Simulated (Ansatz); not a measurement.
## LiPbBr3 (model cell, started as cubic perovskite with Pb in the octahedra): the cell at rest

Wanted: the relaxed cell of LiPbBr3 (model cell, started as cubic perovskite with Pb in the octahedra).

Program: Ansatz 0.2.0. Level of theory: DFT LDA, scalar-relativistic, plane waves, PAW; PAW set soft_1. Results are calculated unless marked as measured.

The structure was built from a prototype and need not be the compound's stable phase.

## (1) Starting point

It takes space group Pm-3m (No. 221, cubic). The conventional cell has a = 6.174 Å, b = 6.174 Å, c = 6.174 Å, α = 90.00°, β = 90.00°, γ = 90.00°. Nearest to Li lie 12 Br at 4.37 Å. Pb has 6 Br at 3.09 Å nearest. Nearest to Br lie 2 Pb at 3.09 Å. Farther neighbours and most contacts between anions are not listed.

## (2) A coarse first look

First a cheap look: the gap decides the mesh and the occupations, the pressure tells how far the cell has to move.

File input.yaml:

```yaml
crystal:
  lattice:
    - [6.174, 0.0, 0.0]
    - [0.0, 6.174, 0.0]
    - [0.0, 0.0, 6.174]
  atoms:
    - { symbol: Li, position: [0.0, 0.0, 0.0] }
    - { symbol: Pb, position: [0.5, 0.5, 0.5] }
    - { symbol: Br, position: [0.5, 0.5, 0.0] }
    - { symbol: Br, position: [0.5, 0.0, 0.5] }
    - { symbol: Br, position: [0.0, 0.5, 0.5] }
kpoints:
  mp_grid: { grid: [4, 4, 4] }
hamiltonian:
  xc: lda
  pseudopotentials: { kind: paw, azcp: { folder: soft_1 }, xc_functional: pbe }
scf:
  occupations: { method: gaussian, width: 0.1 }
output:
  forces: true
  stress: true
  eigenvalues: true
```

On the command line:

```
$ ansatz run input.yaml --threads 4 --pin off --max-ram 16384MiB --backend cpu --events-out ev --progress --plain --runs-dir out
```

Numbers of over 12 decimals in the logs are rounded to 6 here.

The log of the run:

```text
Engine: ansatz 0.2.0, aarch64-unknown-linux-gnu
Pseudopotentials: kind: paw
Pseudopotential: Li, paw, valence charge 3, recommended cutoff 420 eV (normal), soft_1/Li.paw.azcp
Pseudopotential: Pb, paw, valence charge 14, recommended cutoff 420 eV (normal), soft_1/Pb.paw.azcp
Pseudopotential: Br, paw, valence charge 7, recommended cutoff 420 eV (normal), soft_1/Br.paw.azcp
Functional definition: SPW92
[...]
k-point 0: bands = [... 15 lower, -0.8699, -0.8697, -0.8697, -0.8697, 2.5081, 5.7492, 5.7492, 5.7492, ... 1 higher]
  k-point 1: bands = [... 15 lower, -0.9064, -0.8903, -0.8639, -0.8639, 2.8693, 4.3661, 5.0203, 5.5433, ... 1 higher]
  k-point 2: bands = [... 15 lower, -0.9422, -0.8580, -0.8580, -0.6370, 2.9542, 3.5176, 4.1643, 5.4054, ... 1 higher]
  k-point 9: bands = [... 15 lower, -0.4997, -0.4997, -0.4997, 0.2891, 2.1822, 2.1822, 2.1822, 3.2718, ... 1 higher]
[key lines of the parts left out:]
SCF converged after 8 iterations
Free energy (F): -19890.591292 eV
Fermi energy:    1.232757 eV
P = ⅓ Tr σ = -3.0817 GPa (-30.817 kbar)
```

It took 1.2 s on 4 threads of Arm Neoverse V1, shared host; peak memory 0.48 GiB.

This step gave:

```yaml
pressure: -3.082 GPa
gap_on_the_k_mesh: 1.893 eV
volume_per_atom: 47.07 Å³
direct_gap_on_mesh: 1.893 eV
```

The coarse mesh shows a gap of 1.89 eV and a pressure of -3.1 GPa.

## (3) Relaxation

Harmonic phonons are second derivatives at a point where the forces vanish, and they are wanted at zero stress, so atoms and cell are relaxed first.

input.yaml, as its differences from that of step 2:

```diff
@@ -17,3 +17,3 @@
 scf:
-  occupations: { method: gaussian, width: 0.1 }
+  occupations: { method: gaussian, width: 0.02 }
 output:
@@ -22 +22,10 @@
   eigenvalues: true
+  write_density: true
+  write_potential: true
+  elf: true
+  volumetric_format: npy
+relax:
+  adjacent_minimum: "off"
+  f_tol: 0.005
+  max_steps: 80
+  cell: { stress_tol: 0.05 }
```

The log of the run:

```text
[...]
Crystal: 5 atoms, lattice volume = 235.342 Å³
Basis set: ecut = 420 eV, 4625 PW (Γ)
Bands: 24, of which v1, the nominal top of the filled ones, is band 19 counted from 1 (18 counted from 0)
Symmetry: 48 space group operations
[...]
k-points: 10 of 64
[...]
SCF iter   1: F=—  HF=-19891.180254 eV  |F-HF|=—  |Δ(HF+E_count)|=         —  Δρ=1.56e-2  dr2=1.59e0  ethr=3.10e-3  ⟨swp⟩=7.1  Hψ=1179  notcnv=0
[...]
SCF iter   8: F=-19890.591292 eV  HF=-19890.591292 eV  |F-HF|=3.90e-8  |Δ(HF+E_count)|=   6.25e-7  Δρ=1.98e-6  dr2=2.23e-8  ethr=2.63e-10  ⟨swp⟩=15.7  Hψ=1908  notcnv=0
SCF 1 converged in 8 iterations: F = -19890.591292 eV  dr2 = 2.23e-8
[...]
relax step   1: F+E_penalty+E_count = -19890.59129244 eV  Δ(F+E_penalty+E_count) = +0.000e0 eV  max|allowed force component| = 2.046e-28 eV/Å  Δτ_max = 0.0000 Å  P = -3.082 GPa  Ω = 235.342 Å³  (8 SCF iters, dr2 threshold 1.00e-7 eV, accepted)
Crystal: 5 atoms, lattice volume = 210.343 Å³
Basis set: ecut = 420 eV, 4067 PW (Γ)
[...]
iter 1 solved again at ethr=7.17e-5 eV; its pass at ethr=3.10e-3 eV (dr2=2.73e-2 eV) is discarded
[...]
SCF iter   5: F=-19890.989201 eV  HF=-19890.989201 eV  |F-HF|=1.04e-7  |Δ(HF+E_count)|=   7.65e-6  Δρ=1.04e-5  dr2=1.85e-7  ethr=1.32e-9  ⟨swp⟩=10.9  Hψ=2061  notcnv=0
SCF 2 converged in 5 iterations: F = -19890.989201 eV  dr2 = 1.85e-7
relax step   2: F+E_penalty+E_count = -19890.98920112 eV  Δ(F+E_penalty+E_count) = -3.979e-1 eV  max|allowed force component| = 2.180e-29 eV/Å  Δτ_max = 0.0000 Å  P = -1.830 GPa  Ω = 210.343 Å³  energy of the carried Pulay correction = +1.960e-3 eV  (5 SCF iters, dr2 threshold 5.00e-7 eV, accepted)
Crystal: 5 atoms, lattice volume = 182.167 Å³
Basis set: ecut = 420 eV, 3575 PW (Γ)
[...]
SCF iter   5: F=-19891.072659 eV  HF=-19891.072659 eV  |F-HF|=1.22e-7  |Δ(HF+E_count)|=   1.05e-5  Δρ=1.36e-5  dr2=4.15e-7  ethr=1.32e-9  ⟨swp⟩=10.6  Hψ=2091  notcnv=0
SCF 3 converged in 5 iterations: F = -19891.072659 eV  dr2 = 4.15e-7
relax step   3: F+E_penalty+E_count = -19891.07265885 eV  Δ(F+E_penalty+E_count) = -8.346e-2 eV  max|allowed force component| = 1.345e-29 eV/Å  Δτ_max = 0.0000 Å  P = +1.345 GPa  Ω = 182.167 Å³  energy of the carried Pulay correction = +4.452e-3 eV  (5 SCF iters, dr2 threshold 5.00e-7 eV, accepted)
[...]
relax step   4: F+E_penalty+E_count = -19891.10765413 eV  Δ(F+E_penalty+E_count) = -3.500e-2 eV  max|allowed force component| = 2.065e-29 eV/Å  Δτ_max = 0.0000 Å  P = -0.209 GPa  Ω = 193.126 Å³  energy of the carried Pulay correction = +3.444e-3 eV  (5 SCF iters, dr2 threshold 5.00e-7 eV, accepted)
[...]
relax step   5: F+E_penalty+E_count = -19891.10890012 eV  Δ(F+E_penalty+E_count) = -1.246e-3 eV  max|allowed force component| = 2.724e-29 eV/Å  Δτ_max = 0.0000 Å  P = -0.018 GPa  Ω = 191.576 Å³  energy of the carried Pulay correction = +3.583e-3 eV  (4 SCF iters, dr2 threshold 1.09e-7 eV, accepted)
[...]
SCF iter   5: F=-19891.106140 eV  HF=-19891.106140 eV  |F-HF|=4.00e-11  |Δ(HF+E_count)|=  3.24e-10  Δρ=1.12e-7  dr2=4.38e-11  ethr=1.00e-12  ⟨swp⟩=7.7  Hψ=1327  notcnv=0
SCF 6 converged in 5 iterations: F = -19891.106140 eV  dr2 = 4.38e-11
relax step   6: F+E_penalty+E_count = -19891.10613978 eV  Δ(F+E_penalty+E_count) = +2.760e-3 eV  max|allowed force component| = 6.745e-29 eV/Å  Δτ_max = 0.0000 Å  P = -0.026 GPa  Ω = 191.576 Å³  stress off target by 2.59e-2 GPa  SCF on the basis re-selected at this cell (its energy is not comparable with the rows above)  (5 SCF iters)
basis re-selected at this cell: Δ(F+E_penalty+E_count) = +2.760e-3 eV, ΔP = -0.008 GPa vs the last step (what re-selecting the basis moved, of the pressure what is left beyond the Pulay correction that the steps carried, after the strain that the cell walked since its last selection, with what the two solves' SCF thresholds leave and, on support functions, any second-order correction that the steps lacked; it is no measure of the basis error at this ecutwfc). The dense FFT grid was sized anew with the basis: this SCF ran on 40×40×40 points, the steps before it on 45×45×45, so part of this shift can come from that change (see relax.cell in the input reference). [rest of the remark cut]
SCF converged after 5 iterations
Free energy (F): -19891.106140 eV
[...]
Internal energy: -19891.106140 eV  (E = F + TS)
E sigma→0 (E₀):  -19891.106140 eV
Fermi energy:    3.210487 eV
[...]
--- Stress (GPa, compression-positive) ---
       -0.025907      -0.000000       0.000000
       -0.000000      -0.025907      -0.000000
        0.000000      -0.000000      -0.025907
  P = ⅓ Tr σ = -0.0259 GPa (-0.259 kbar)
--- Band table (eV; the first three rows and the last of 10) ---
  k-point 0: bands = [... 15 lower, 0.2211, 0.2473, 0.2473, 0.2473, 3.7182, 7.6686, 7.6686, 7.7029, ... 1 higher]
  k-point 1: bands = [... 15 lower, 0.1582, 0.2457, 0.2457, 0.3276, 4.1954, 6.4919, 6.8825, 7.2465, ... 1 higher]
  k-point 2: bands = [... 15 lower, 0.0980, 0.2551, 0.2551, 1.0839, 4.9142, 5.2018, 5.4420, 7.0422, ... 1 higher]
  k-point 9: bands = [... 15 lower, 0.7669, 0.7669, 0.7669, 2.7028, 3.9093, 3.9093, 3.9093, 4.5197, ... 1 higher]
--- Relaxed structure (5 steps of the walk, 5 accepted, 1 SCFs on fresh bases) ---
  F+E_penalty+E_count = -19891.10613978 eV   max|allowed force component| = 6.745e-29 eV/Å   (the final SCF, on the basis selected at the relaxed cell)
  cell:  # Å, volume = 191.5757 Å³
    - [5.764745, 0, 0]
    - [0, 5.764745, 0]
    - [0, 0, 5.764745]
  atoms:
    - { symbol: Li, position: [0, 0, 0] }
    - { symbol: Pb, position: [0.5, 0.5, 0.5] }
    - { symbol: Br, position: [0.5, 0.5, 0] }
    - { symbol: Br, position: [0.5, 0, 0.5] }
    - { symbol: Br, position: [0, 0.5, 0.5] }
```

The job ended after 7.4 s (4 threads; peak memory 0.52 GiB).

Step by step:

| step | energy less that of the first step (eV) | largest force component (eV/Å) | pressure (GPa) | volume (Å³) |
| --- | --- | --- | --- | --- |
| 1 | 0.0000 | 0.0000 | -3.08 | 235.34 |
| 2 | -0.3979 | 0.0000 | -1.83 | 210.34 |
| 3 | -0.4814 | 0.0000 | 1.35 | 182.17 |
| 4 | -0.5164 | 0.0000 | -0.21 | 193.13 |
| 5 | -0.5176 | 0.0000 | -0.02 | 191.58 |
| 6* | -0.5148 | 0.0000 | -0.03 | 191.58 |

Relaxation steps marked * repeat the geometry before them on a plane-wave basis chosen anew for their cell, so energy and pressure can jump there.

Forces are held to the 48 operations that the run works with; a distortion that breaks them can't arise in this run.

| conventional cell, symmetrised | before | after | change |
| --- | --- | --- | --- |
| a (Å) | 6.174 | 5.765 | -6.6 % |
| b (Å) | 6.174 | 5.765 | -6.6 % |
| c (Å) | 6.174 | 5.765 | -6.6 % |
| volume (Å³/atom) | 47.07 | 38.32 | -18.6 % |

Final coordinates:

```xyz
5
Lattice="5.7647 0.0000 0.0000 0.0000 5.7647 0.0000 0.0000 0.0000 5.7647" Properties=species:S:1:pos:R:3 pbc="T T T"
Li    0.0000    0.0000    0.0000
Pb    2.8824    2.8824    2.8824
Br    2.8824    2.8824    0.0000
Br    2.8824    0.0000    2.8824
Br    0.0000    2.8824    2.8824
```

This step gave:

```
pressure           : -0.02591 GPa
gap on the k-mesh  : 1.015 eV
volume per atom    : 38.32 Å³
direct gap on mesh : 1.207 eV
```

Valence density in the ac plane at fractional y = 0.500, with atoms of Pb and Br within 0.2 Å of it. It is the smooth field of the valence electrons, not physical close to the nuclei.

Ten steps, logarithmic in the rise over the least value, from '0' (0.0 e/Å³) to '9' (7.1 e/Å³), each cell a mean:
```
0001246545531000
0000135565421000
0000123444311000
1110112333210111
3321113343211123
5542235666422345
5653347898633455
1554358999643464
4554347998633455
6543236787532356
4432123454311234
2211112333211112
1000123443210001
0000134555421000
0000245556531000
0001246415531000
```
Columns run along a (5.8 Å), rows up along c (5.8 Å). Atoms in or near the plane, at fractional coordinates: Pb at (0.50, 0.50), Br at (0.50, 0.00), Br at (0.00, 0.50).

Electrostatic potential energy in the ac plane at fractional y = 0.500, with atoms of Pb and Br within 0.2 Å of it. With pseudopotentials it is smooth inside the atoms' cores, unlike the true potential.

Ten even steps from '0' (-60 eV) to '9' (7 eV), each cell a mean:
```
9999984001699999
9999997435899999
9999999888999999
9999999999999999
9999998888999999
5789986445799986
0379973333589851
0058863333489830
0168973333489840
3589985333689974
8899998767899998
9999999989999999
9999999889999999
9999998657899999
9999985103799999
9999983000599999
```
Columns run along a (5.8 Å; values clipped at the 3rd and 97th percentile), rows up along c (5.8 Å). Atoms in or near the plane, at fractional coordinates: Pb at (0.50, 0.50), Br at (0.50, 0.00), Br at (0.00, 0.50).

ELF in the ac plane at fractional y = 0.500, with atoms of Pb and Br within 0.2 Å of it. It is the smooth field of the valence electrons, not physical close to the nuclei.

Ten even steps from '_' (0.00) to '@' (0.88), each cell a mean:
```
______==%%@@@@==..**@@@@**::____
______..++%%@@@@%%@@@@##==______
::..____::++##%%%%%%**==..____::
##++::____..----==--::..__..==**
@@%%**::__..::----::::....==##@@
@@@@%%==..::==========::::**@@@@
++%%@@**::====::..--==::--%%@@**
__++@@**::==--____..==--==%%%%..
::**@@**::====..__::==----%%@@==
%%@@@@++::--++==--====::--##@@@@
@@@@##--..::--======::....++%%@@
%%##==..__..::::::::..____::++%%
==--..__..--++******==::____..==
..____..==##@@@@@@@@%%**::______
______--##@@@@**++%%@@%%++..____
____..==%%@@%%::__++@@@@##::____
```
Columns run along a (5.8 Å), rows up along c (5.8 Å). Atoms in or near the plane, at fractional coordinates: Pb at (0.50, 0.50), Br at (0.50, 0.00), Br at (0.00, 0.50).

In this step the volume went from 47.07 to 38.32 Å³/atom.

## (4) Bringing the structure to rest

The relaxation is repeated from its end on the same settings, as a check that it has come to rest.

input.yaml, as its differences from that of step 3:

```diff
@@ -2,5 +2,5 @@
   lattice:
-    - [6.174, 0.0, 0.0]
-    - [0.0, 6.174, 0.0]
-    - [0.0, 0.0, 6.174]
+    - [5.7647454839, 0.0, 0.0]
+    - [0.0, 5.7647454839, 0.0]
+    - [0.0, 0.0, 5.7647454839]
   atoms:
```

The log of the run:

```text
[...]
Crystal: 5 atoms, lattice volume = 191.576 Å³
Basis set: ecut = 420 eV, 3743 PW (Γ)
Bands: 24, of which v1, the nominal top of the filled ones, is band 19 counted from 1 (18 counted from 0)
Symmetry: 48 space group operations
[...]
k-points: 10 of 64
[...]
--- Relaxed structure (1 steps of the walk, 1 accepted, 1 SCFs on fresh bases) ---
[...]
cell:  # Å, volume = 191.5757 Å³
    - [5.7647454839, 0.0, 0.0]
    - [0.0, 5.7647454839, 0.0]
    - [0.0, 0.0, 5.7647454839]
  atoms:
    - { symbol: Li, position: [0.0, 0.0, 0.0] }
    - { symbol: Pb, position: [0.5, 0.5, 0.5] }
    - { symbol: Br, position: [0.5, 0.5, 0.0] }
    - { symbol: Br, position: [0.5, 0.0, 0.5] }
    - { symbol: Br, position: [0.0, 0.5, 0.5] }
[key lines of the parts left out:]
SCF converged after 4 iterations
Free energy (F): -19891.106140 eV
Fermi energy:    3.210487 eV
P = ⅓ Tr σ = -0.0259 GPa (-0.259 kbar)
```

The job ended after 2.3 s (4 threads; peak memory 0.45 GiB).

Little changed from the start: no atom moved by 0.005 Å and no cell edge by 0.1 %.

Valence density in the ac plane at fractional y = 0.500, with atoms of Pb and Br within 0.2 Å of it. It is the smooth field of the valence electrons, not physical close to the nuclei.

Ten steps, logarithmic in the rise over the least value, from '_' (0.0 e/Å³) to '@' (7.1 e/Å³), each cell a mean:
```
______..::==**++==++++--..______
________..--++++**++==::..______
________..::--======--....______
......__....::------::..__......
----::......----==--::......::--
++++==::::--++******==::::--==++
++**++----==##%%@@%%**----==++++
..++++==--++%%@@@@@@**==--==**==
==++++==--==##@@@@%%**----==++++
**++==--::--**##%%##++--::--++**
====--::..::--==++==--....::--==
::::........::------::........::
..______..::--====--::..______..
________..--==++++++==::..______
________::==++++++**++--..______
______..::==**==..++++--..______
```
Columns run along a (5.8 Å), rows up along c (5.8 Å). Atoms in or near the plane, at fractional coordinates: Pb at (0.50, 0.50), Br at (0.50, 0.00), Br at (0.00, 0.50).

ELF in the ac plane at fractional y = 0.500, with atoms of Pb and Br within 0.2 Å of it. It is the smooth field of the valence electrons, not physical close to the nuclei.

Values, 16 rows by 16 columns, each cell a mean:
```
0.01 0.01 0.08 0.37 0.71 0.86 0.83 0.36 0.17 0.61 0.88 0.81 0.58 0.21 0.03 0.01
0.04 0.02 0.03 0.18 0.53 0.78 0.85 0.80 0.75 0.84 0.83 0.69 0.36 0.09 0.02 0.03
0.27 0.15 0.05 0.06 0.22 0.51 0.67 0.74 0.76 0.72 0.62 0.38 0.12 0.04 0.09 0.21
0.63 0.50 0.24 0.07 0.06 0.17 0.28 0.35 0.37 0.33 0.24 0.11 0.05 0.12 0.36 0.58
0.83 0.77 0.58 0.23 0.08 0.14 0.23 0.28 0.29 0.26 0.19 0.10 0.11 0.38 0.69 0.81
0.88 0.87 0.77 0.44 0.16 0.27 0.42 0.44 0.43 0.44 0.36 0.19 0.24 0.62 0.83 0.88
0.46 0.75 0.83 0.56 0.22 0.36 0.42 0.21 0.15 0.31 0.44 0.26 0.33 0.72 0.84 0.61
0.03 0.46 0.82 0.60 0.25 0.39 0.33 0.06 0.02 0.15 0.43 0.29 0.37 0.76 0.75 0.17
0.19 0.60 0.83 0.59 0.24 0.38 0.37 0.11 0.06 0.21 0.44 0.28 0.35 0.74 0.80 0.36
0.79 0.86 0.81 0.50 0.19 0.32 0.45 0.37 0.33 0.42 0.42 0.23 0.28 0.67 0.85 0.83
0.87 0.83 0.69 0.33 0.11 0.19 0.32 0.38 0.39 0.36 0.27 0.14 0.17 0.51 0.78 0.86
0.74 0.65 0.39 0.12 0.06 0.11 0.19 0.24 0.25 0.22 0.16 0.08 0.06 0.22 0.53 0.71
0.43 0.29 0.11 0.04 0.12 0.33 0.50 0.59 0.60 0.56 0.44 0.23 0.07 0.06 0.18 0.37
0.11 0.06 0.03 0.11 0.39 0.69 0.81 0.83 0.82 0.83 0.77 0.58 0.24 0.05 0.03 0.08
0.01 0.01 0.06 0.29 0.65 0.83 0.86 0.60 0.46 0.75 0.87 0.77 0.50 0.15 0.02 0.01
0.00 0.01 0.11 0.43 0.74 0.87 0.79 0.19 0.03 0.46 0.88 0.83 0.63 0.27 0.04 0.01
```
Columns run along a (5.8 Å), rows up along c (5.8 Å). Atoms in or near the plane, at fractional coordinates: Pb at (0.50, 0.50), Br at (0.50, 0.00), Br at (0.00, 0.50).

[end of part 1 of 2]

[Logs are printed without paths, hosts, clocks, repeated set-up lines and the standing remarks that a program may print on its own settings, such as how far it seeks lower states.]

[Hosts, paths, dates, database ids (printed as entryN), source tags and the programs' standing remarks are cut or masked in the printed files.]
